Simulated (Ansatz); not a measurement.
# Mn2Cr, from a guessed structure to a relaxed one, part 2 of 2

This structure for Mn2Cr is made up. Its elements were placed in a known structure type with a cell scaled to their sizes. What cell does the guess relax to, and how far off was it?

Ansatz 0.2.0; DFT, PBEsol, plane-wave PAW, files of the set soft_1, scalar-relativistic, ferromagnetic start, cell and ions relaxed at zero pressure; PAW set soft_1 (the session's first sound run).

So far: Starting point; Relaxation of the guess. The relaxed cell has a = 6.397 Å (conventional setting).

## Step 3: Bands of the relaxed cell

A second self-consistent run takes a narrower smearing and the mesh shown in its input; the bands follow along the standard path of the relaxed lattice.

This step: DFT, PBEsol, plane-wave PAW, files of the set soft_1, scalar-relativistic, no spin, bands and density of states at the relaxed cell; PAW set soft_1 (Ansatz 0.2.0).

Contents of input.yaml:

```yaml
crystal:
  lattice:
    - [0.0, 3.198341977, 3.198341977]
    - [3.198341977, 0.0, 3.198341977]
    - [3.198341977, 3.198341977, 0.0]
  atoms:
    - { symbol: Mn, position: [0.625, 0.125, 0.625] }
    - { symbol: Mn, position: [0.625, 0.625, 0.125] }
    - { symbol: Mn, position: [0.125, 0.625, 0.625] }
    - { symbol: Mn, position: [0.625, 0.625, 0.625] }
    - { symbol: Cr, position: [0.25, 0.25, 0.25] }
    - { symbol: Cr, position: [0.0, 0.0, 0.0] }
kpoints:
  mp_grid: { grid: [8, 8, 8] }
  band_path:
    path:
      - [[0.0, 0.0, 0.0], [0.5, 0.0, 0.5], [0.5, 0.25, 0.75], [0.375, 0.375, 0.75], [0.0, 0.0, 0.0], [0.5, 0.5, 0.5], [0.625, 0.25, 0.625], [0.5, 0.25, 0.75], [0.5, 0.5, 0.5], [0.375, 0.375, 0.75]]
      - [[0.625, 0.25, 0.625], [0.5, 0.0, 0.5]]
    npoints: 8
scf:
  occupations: { method: fermi_dirac, width: 0.03 }
  n_extra_bands: 10
hamiltonian:
  xc: pbesol
  pseudopotentials: { kind: paw, azcp: { folder: soft_1 }, xc_functional: pbe }
output:
  forces: true
  stress: true
  write_bands: true
  dos: { projected: true }
  write_density: true
  write_potential: true
  elf: true
  volumetric_format: npy
```

Command:

```console
> ansatz run input.yaml --threads 4 --pin off --max-ram 10240MiB --backend cpu --events-out ev --progress --plain --runs-dir out
```

Numbers of over 12 decimals in the logs are rounded to 6 here.

What it wrote:

```text
[...]
Crystal: 6 atoms, lattice volume = 65.434 Å³
Basis set: ecut = 420 eV, 1243 PW (Γ), exchange–correlation on 64×64×64 points (8 copies of the dense FFT grid, shifted against one another)
Bands: 54, of which v1, the nominal top of the filled ones, is band 44 counted from 1 (43 counted from 0)
Symmetry: 48 space group operations
[...]
k-points: 29 of 512
[...]
SCF iter   1: F=—  HF=-22200.526475 eV  |F-HF|=—  |Δ(HF+E_count)|=         —  Δρ=5.25e-1  dr2=2.90e2  ethr=3.10e-3  ⟨swp⟩=4.6  Hψ=4894  notcnv=0
[...]
SCF iter  13: F=-22172.969907 eV  HF=-22172.969907 eV  |F-HF|=9.61e-8  |Δ(HF+E_count)|=   1.28e-8  Δρ=1.17e-5  dr2=9.69e-8  ethr=1.14e-10  ⟨swp⟩=6.4  Hψ=7473  notcnv=0
SCF 1 converged in 13 iterations: F = -22172.969907 eV  dr2 = 9.69e-8
[...]
NSCF: frozen V_eff on 82 k-points
SCF converged after 13 iterations
Free energy (F): -22172.969907 eV
[...]
Internal energy: -22172.951507 eV  (E = F + TS)
E sigma→0 (E₀):  -22172.960707 eV
Entropy (-TS):   -0.018400 eV (-3.067 meV/atom)
Fermi energy:    19.982754 eV
[...]
--- Stress (GPa, compression-positive) ---
       -0.261601       0.000000       0.000000
        0.000000      -0.261601      -0.000000
       -0.000000       0.000000      -0.261601
  P = ⅓ Tr σ = -0.2616 GPa (-2.616 kbar)
--- Band table (eV; the first three rows and the last of 29) ---
  k-point 0: bands = [... 40 lower, 19.5005, 19.5005, 19.9110, 19.9110, 20.5125, 20.5125, 20.5125, 21.3910, ... 6 higher]
  k-point 1: bands = [... 40 lower, 19.5075, 19.5087, 19.8920, 19.8920, 20.4984, 20.5576, 20.5576, 20.9702, ... 6 higher]
  k-point 2: bands = [... 40 lower, 19.5408, 19.5516, 19.8231, 19.8231, 20.0776, 20.4646, 20.6620, 20.6620, ... 6 higher]
  k-point 28: bands = [... 40 lower, 18.7570, 18.7570, 19.7618, 19.7618, 20.5215, 20.5215, 20.6429, 20.6429, ... 6 higher]
```

The job ended after 6.2 s (4 threads of Intel Xeon Platinum 8488C (Sapphire Rapids), shared host; peak memory 0.55 GiB).

The column dr2 measures how far the density is from self-consistency, as an energy; F and HF (Harris–Foulkes) agree once it is small.

This step gave:

- free energy: -22172.9699 eV
- energy at zero smearing: -22172.9607 eV
- smearing term TS: 0.01840 eV
- pressure: -0.2616 GPa

bands.tsv at the labelled points (eV, zero at the Fermi level; the bands that come nearest the Fermi level along the path):

| point | band 41 | band 42 | band 43 | band 44 | band 45 | band 46 | band 47 | band 48 |
| --- | --- | --- | --- | --- | --- | --- | --- | --- |
| Γ | -0.48 | -0.48 | -0.07 | -0.07 | 0.53 | 0.53 | 0.53 | 1.41 |
| X | -1.23 | -1.23 | 0.03 | 0.03 | 0.40 | 0.40 | 0.45 | 0.45 |
| W | -1.23 | -1.23 | -0.22 | -0.22 | 0.54 | 0.54 | 0.66 | 0.66 |
| K | -1.21 | -0.63 | -0.33 | -0.32 | 0.38 | 0.77 | 0.78 | 0.96 |
| Γ | -0.48 | -0.48 | -0.07 | -0.07 | 0.53 | 0.53 | 0.53 | 1.41 |
| L | -0.10 | -0.10 | -0.04 | -0.04 | 0.23 | 0.23 | 0.43 | 0.51 |
| U | -1.21 | -0.63 | -0.33 | -0.32 | 0.38 | 0.77 | 0.78 | 0.96 |
| W | -1.23 | -1.23 | -0.22 | -0.22 | 0.54 | 0.54 | 0.66 | 0.66 |
| L | -0.10 | -0.10 | -0.04 | -0.04 | 0.23 | 0.23 | 0.43 | 0.51 |
| K | -1.21 | -0.63 | -0.33 | -0.32 | 0.38 | 0.77 | 0.78 | 0.96 |
| U | -1.21 | -0.63 | -0.33 | -0.32 | 0.38 | 0.77 | 0.78 | 0.96 |
| X | -1.23 | -1.23 | 0.03 | 0.03 | 0.40 | 0.40 | 0.45 | 0.45 |

Counts of states for the cell as run, both spins, by energy window (eV from the Fermi level):

```
from  to  total
  -8  -7   0.32
  -7  -6   0.65
  -6  -5   1.74
  -5  -4   5.22
  -4  -3   5.21
  -3  -2  11.21
  -2  -1   7.68
  -1   0   8.03
   0   1   8.96
```

Below -8 eV lie 48.0 more states.

ELF in the ac plane of a cell with a along [110], b along [-110] and c along [001] of the cube at fractional y = 0.000, with atoms of Mn and Cr within 0.2 Å of it. It is the smooth field of the valence electrons, not physical close to the nuclei.

Ten even steps from '0' (0.17) to '9' (0.87), each cell a mean:
```
2211122111122221112211122
1233100013321123200002321
1231034301321123014411221
2230279720322232048840232
2320279720232331049840133
0010035300100011014410110
3101000001013200100001002
8501222221058720222222027
9611332331169830232232038
6302311132036510321122115
1013311133101002321123201
1112222222111111222222111
2001123210002100112210001
1145311135411125421114521
1268511158621148731137841
1156411146511136621136631
2111002111112212101101112
```
Columns run along a (9.0 Å), rows up along c (6.4 Å), edges of the conventional cell, whose origin can differ from the input's. Atoms in or near the plane, at fractional coordinates: Mn at (0.38, 0.13), Mn at (0.88, 0.13), Mn at (0.13, 0.13), Mn at (0.62, 0.13), Cr at (0.25, 0.75), Cr at (0.75, 0.75), Cr at (0.00, 0.50), Cr at (0.50, 0.50).

Electrostatic potential energy in the ac plane of a cell with a along [110], b along [-110] and c along [001] of the cube at fractional y = 0.000, with atoms of Mn and Cr within 0.2 Å of it. With pseudopotentials it is smooth inside the atoms' cores, unlike the true potential.

Ten even steps from '0' (-53 eV) to '9' (21 eV), each cell a mean:
```
9999999999999999999999999
9999988899999999998899999
9999855689999999965569999
9999656569999999856658999
9999656569999999756658999
8999755589998999965569999
5799988899865689998899986
5579999999755568999999865
6579999999756558999999855
5589999999855569999999965
7899999999987789999999987
9999999999999999999999999
9976799976799986789987689
9621379731269841158851148
8400168500048710038830027
8510269620158730048840037
9854689864589974579975579
```
Columns run along a (9.0 Å; values clipped at the 3rd and 97th percentile), rows up along c (6.4 Å), edges of the conventional cell, whose origin can differ from the input's. Atoms in or near the plane, at fractional coordinates: Mn at (0.38, 0.13), Mn at (0.88, 0.13), Mn at (0.13, 0.13), Mn at (0.62, 0.13), Cr at (0.25, 0.75), Cr at (0.75, 0.75), Cr at (0.00, 0.50), Cr at (0.50, 0.50).

Valence density in the ac plane of a cell with a along [110], b along [-110] and c along [001] of the cube at fractional y = 0.000, with atoms of Mn and Cr within 0.2 Å of it. It is the smooth field of the valence electrons, not physical close to the nuclei.

Values in e/Å³, 9 rows by 16 columns, each cell a mean:
```
 0  0  0  0  0  0  0  0  0  0  0  0  0  0  0  0
 0  0  1  5  7  1  0  0  0  0  1  5  7  1  0  0
 0  0  1  8 11  1  0  0  0  0  1  8 11  1  0  0
 4  1  0  1  1  0  0  3  4  1  0  1  1  0  0  3
14  2  0  0  0  0  1  9 14  2  0  0  0  0  1  9
 2  0  0  0  0  0  0  1  2  0  0  0  0  0  0  1
 0  1  1  1  1  1  1  0  0  1  1  1  1  1  1  0
 1 10 15  2  1 10 15  2  1 10 15  2  1 10 15  2
 1  4  6  1  1  4  6  1  1  4  6  1  1  4  6  1
```
Columns run along a (9.0 Å), rows up along c (6.4 Å), edges of the conventional cell, whose origin can differ from the input's. Atoms in or near the plane, at fractional coordinates: Mn at (0.38, 0.13), Mn at (0.88, 0.13), Mn at (0.13, 0.13), Mn at (0.62, 0.13), Cr at (0.25, 0.75), Cr at (0.75, 0.75), Cr at (0.00, 0.50), Cr at (0.50, 0.50).

## Step 4: What came out

| Property | Result |
| --- | --- |
| space group, relaxed | Fd-3m |
| conventional cell | a = 6.397, b = 6.397, c = 6.397 Å; α = 90.0°, β = 90.0°, γ = 90.0° |
| volume per atom | 10.91 Å³ (guess 12.64) |
| total moment | 0.00 μB in the cell of 6 atoms |

**Reading.** Mn2Cr relaxes to Fd-3m with a = 6.397, b = 6.397 and c = 6.397 Å. The guessed volume was 16 % too large. The space group Fd-3m was held in the relaxation, so the end point is a stationary structure within it and may be a saddle against distortions or other arrangements. The moments died out from this one start and weren't seeded again at the relaxed cell. Bands cross the Fermi level, so it is a metal or semimetal at this level. On the 8×8×8 mesh with the narrower smearing (relaxed on 7×7×7) the forces vanish, as symmetry may demand, and the largest stress component is 0.262 GPa, against the relaxation's thresholds of 0.015 eV/Å and 0.05 GPa. The cutoff wasn't tested. No dispersion term is used, so weakly bound directions may come out too long. Nothing here tests whether the compound is stable against decomposition.

[Logs are printed without paths, hosts, clocks, repeated set-up lines and the standing remarks that a program may print on its own settings, such as how far it seeks lower states.]

[Hosts, paths, dates, database ids (printed as entryN), source tags and the programs' standing remarks are cut or masked in the printed files.]
